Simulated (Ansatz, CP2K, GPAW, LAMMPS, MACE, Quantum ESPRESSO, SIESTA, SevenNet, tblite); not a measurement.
## 47In2O3-53ZnO (mol %) with crystalline order left by the classical run (65 atoms): runs against a plane-wave reference

Density of this cell: 6.54 g/cm³. The cell holds 65 atoms: 18 In, 10 Zn and 37 O. Its edges and angles: a = 9.441 Å, b = 9.441 Å, c = 9.441 Å, α = 90.0°, β = 90.0°, γ = 90.0°. 65 atoms (18 Sc, 10 Zn, 37 O) placed at random at 4.13 g/cm³, melted at 5000 K for 10 ps at fixed volume with the Morse and Coulomb pair potential with partial charges (Pedone, Malavasi, Menziani, Cormack and Segre, J. Phys. Chem. B 110, 11780 (2006)). Quenched from 5000 K to 300 K at 1000 K/ps and fixed volume, held 10 ps at zero pressure, then minimised at fixed cell. Then Sc was replaced by In and the cell scaled by 1.027 (the potential has no terms for the new elements, so the cell is a start for a DFT relaxation).

Geometry: as built.

The reference, a calculation:

| Item | Value |
| --- | --- |
| method | Kohn-Sham DFT, PBE, PAW, plane waves (Ansatz 0.2.0); cutoff 420 eV, Γ point, fermi-dirac smearing of 0.05 eV; PAW set soft_2 |
| r.m.s. force component | 0.2783 eV/Å |
| longest force | 1.061 eV/Å |
| pressure | 1.416 GPa |
| gap (highest filled to lowest empty level) | 0.2554 eV |
| SCF cycles | 12 |
| time | 6.3 s on 8 threads of Arm Neoverse V2, shared host |
| CPU time | 44 s |

**Question.** The same geometry is run in other programs. How far does each lie from the reference, and what does it cost?
- SIESTA PBE, SZ, shift 0.01 Ry, mesh 500 Ry (SIESTA 5.4.2; 1 thread)
- SIESTA PBE, SZP, shift 0.01 Ry, mesh 500 Ry (SIESTA 5.4.2; 2 MPI ranks)
- GPAW PBE, LCAO dzp, h 0.18 Å (GPAW 26.7.0; 1 thread)
- CP2K PBE, DZVP-MOLOPT-SR, 800/50 Ry, diagonalisation (CP2K 2026.2; 4 MPI ranks)
- SIESTA PBE, DZP, shift 0.002 Ry, mesh 500 Ry (SIESTA 5.4.2; 4 MPI ranks)
- MACE MP-0b3 medium potential (MACE MP-0b3 medium; 1 thread)
- GPAW PBE, LCAO dzp, h 0.18 Å, other mixer settings (GPAW 26.7.0; 1 thread)
- CP2K PBE, DZVP-MOLOPT-SR, 280/50 Ry, diagonalisation (CP2K 2026.2; 2 threads)
- CP2K PBE, SZV-MOLOPT-SR, 800/50 Ry, diagonalisation (CP2K 2026.2; 2 threads)
- QE PBE, sssp-1.3.0-efficiency, 60/480 Ry (Quantum ESPRESSO 7.5; 4 MPI ranks)

Differences are against the plane-wave reference, forces as r.m.s. over components; share is that over the reference's r.m.s. force, slope the least-squares factor from reference forces to these. Total energies of different programs have different zeros and aren't compared.

```
                                                          run  Δ force, r.m.s. (meV/Å)  share (%)  slope  Δ pressure (GPa)  Δ gap (eV)  cores  CPU time  memory (GiB)
                                                    reference                        -          -      -                 -           -      8      44 s           1.2
          SIESTA PBE, SZ, shift 0.01 Ry, mesh 500 Ry (coarse)                      343        123  1.531           -0.0613           -      1   1.9 min          0.82
         SIESTA PBE, SZP, shift 0.01 Ry, mesh 500 Ry (coarse)                      124       44.5  1.248             0.757           -      2   5.5 min           1.7
                                 GPAW PBE, LCAO dzp, h 0.18 Å                     77.4       27.8  1.042                 -     -0.0416      1   4.5 min           1.5
         CP2K PBE, DZVP-MOLOPT-SR, 800/50 Ry, diagonalisation                     51.9       18.7  1.079              2.27           -      4   7.8 min           5.7
                 SIESTA PBE, DZP, shift 0.002 Ry, mesh 500 Ry                      104       37.5  1.121              2.93           -      4    17 min           3.3
                                 MACE MP-0b3 medium potential                     57.3       20.6  0.989             0.526           -      1     6.4 s          0.96
           GPAW PBE, LCAO dzp, h 0.18 Å, other mixer settings                     77.3       27.8  1.044                 -     -0.0418      1   5.2 min           1.5
CP2K PBE, DZVP-MOLOPT-SR, 280/50 Ry, diagonalisation (coarse)                      917        329  0.957              3.13           -      2   6.3 min           1.4
 CP2K PBE, SZV-MOLOPT-SR, 800/50 Ry, diagonalisation (coarse)                      253       91.1  1.419              11.4           -      2   4.9 min           3.0
                     QE PBE, sssp-1.3.0-efficiency, 60/480 Ry                     14.1       5.07  1.007             0.122           -      4    11 min           2.6
```

Rows marked coarse were listed beforehand as settings not expected to be converged; some can still land near the reference.

Times of the machine-learned potentials are mostly Python's start and the loading of weights.

CPU time is summed over cores on a shared host, where runs went side by side, so it is rough. Symmetry, cutoffs, thresholds, outputs and thread counts weren't matched or tuned between programs; memory under MPI is the largest rank's times the ranks.

PBE on plane waves or a grid with other potentials, cutoffs or grids, coarse settings apart, differs from the reference by 5.1 % (QE PBE, sssp-1.3.0-efficiency, 60/480 Ry) of the r.m.s. force; this holds the reference's own error, so differences of a few per cent don't tell which side is nearer the exact PBE result (QE's 60 Ry are 816 eV, against the reference's 420 eV). The PBE runs in local orbitals, coarse settings apart, differ by 19 % (CP2K PBE, DZVP-MOLOPT-SR, 800/50 Ry, diagonalisation) to 37 % (SIESTA PBE, DZP, shift 0.002 Ry, mesh 500 Ry); basis, grid and potentials can all enter. Machine-learned potentials differ by 21 % (MACE MP-0b3 medium potential); they were trained on other programs' data. Runs with settings chosen to be coarse differ by 44 % (SIESTA PBE, SZP, shift 0.01 Ry, mesh 500 Ry) to 329 % (CP2K PBE, DZVP-MOLOPT-SR, 280/50 Ry, diagonalisation), their programs' other errors included. Machine-learned potentials mimic data converged in k, so the reference's own k-point error enters their differences. The network of bonds at the start is that of the classical potential that made the cell, and needn't be the one that DFT or experiment would give. The electronic-structure runs sample only Γ, in a cell whose shortest periodic width is 9 Å.

[Logs are printed without paths, hosts, clocks, repeated set-up lines and the standing remarks that a program may print on its own settings, such as how far it seeks lower states.]

[Hosts, paths, dates, database ids (printed as entryN), source tags and the programs' standing remarks are cut or masked in the printed files.]
